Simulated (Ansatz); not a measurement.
**Ir(111) film, 1 layer, flat: channels in plane against thickness**

How does quantum confinement change the conductance of Ir(111) film, 1 layer, flat and thicker films?

Program: Ansatz 0.2.0. Level of theory: Ansatz plane-wave DFT, PBE, PAW files; ballistic transport by layer matching (Landauer), zero bias. Results are calculated unless marked as measured.

### Step 1. Starting point

The cell holds 2 atoms: 2 Ir. Its edges and angles: a = 11.000 Å, b = 2.715 Å, c = 4.702 Å, α = 90.0°, β = 90.0°, γ = 90.0°. It derives from Ir. Vacuum lies along a. The structure's axis is c.

### Step 2. With 1 layer

Vacuum lies along the first vector, which takes one k-point, and the current runs in the film's plane. One period is a perfect wire, so its channels are the result. Energies from -0.27 to 0.27 eV in steps of 0.036 eV cover the slope of the Fermi function at 300 K, so the program can form a conductance.

Input file input.yaml:

```yaml
crystal:
  lattice:
    - [11.0, 0.0, 0.0]
    - [0.0, 2.7148657757, 0.0]
    - [0.0, 0.0, 4.7022854592]
  atoms:
    - { symbol: Ir, position: [0.4090909091, 0.0, 0.0] }
    - { symbol: Ir, position: [0.4090909091, 0.5, 0.5] }
kpoints:
  mp_grid: { grid: [1, 15, 9] }
hamiltonian:
  xc: pbe
scf:
  occupations: { method: fermi_dirac, width: 0.1 }
output:
  transmission:
    leads: [[0, 0]]
    kmesh: [1, 46]
    e_range: [-0.27, 0.27]
    de: 0.036
```

Run with:

```
> ansatz run input.yaml --threads 4 --pin off --max-ram 8192MiB --backend cpu --events-out ev --progress --plain --runs-dir out
```

Then come: with 2 layers, thickness 4.433 A; with 3 layers, thickness 6.65 A; with 4 layers, thickness 8.867 A; all levels side by side; with 5 layers, thickness 11.083 A.

Q: Predict the conductance per cell, 1 layer; and conductance per cell, 4 layers.

The conductance per cell width goes from 2.88 G0 at 1 to 5.09 G0 at 4 layers. The gains from one thickness to the next are 0.47, 1.6 and 0.12 G0 per added layer; they differ by more than the error estimates allow, as expected where subbands cross the Fermi level in steps. The film repeats perfectly along the current, so nothing scatters; its faces are clean and not relaxed.

```
conductance per cell, 1 layer  : 2.88 G₀
conductance per cell, 2 layers : 3.35 G₀
conductance per cell, 3 layers : 4.97 G₀
conductance per cell, 4 layers : 5.09 G₀
```

Very thin films of this metal can turn magnetic, which an unpolarised run can't show. Spin-orbit coupling is left out, which matters for Ir.

[Logs are printed without paths, hosts, clocks, repeated set-up lines and the standing remarks that a program may print on its own settings, such as how far it seeks lower states.]

[Hosts, paths, dates, database ids (printed as entryN), source tags and the programs' standing remarks are cut or masked in the printed files.]
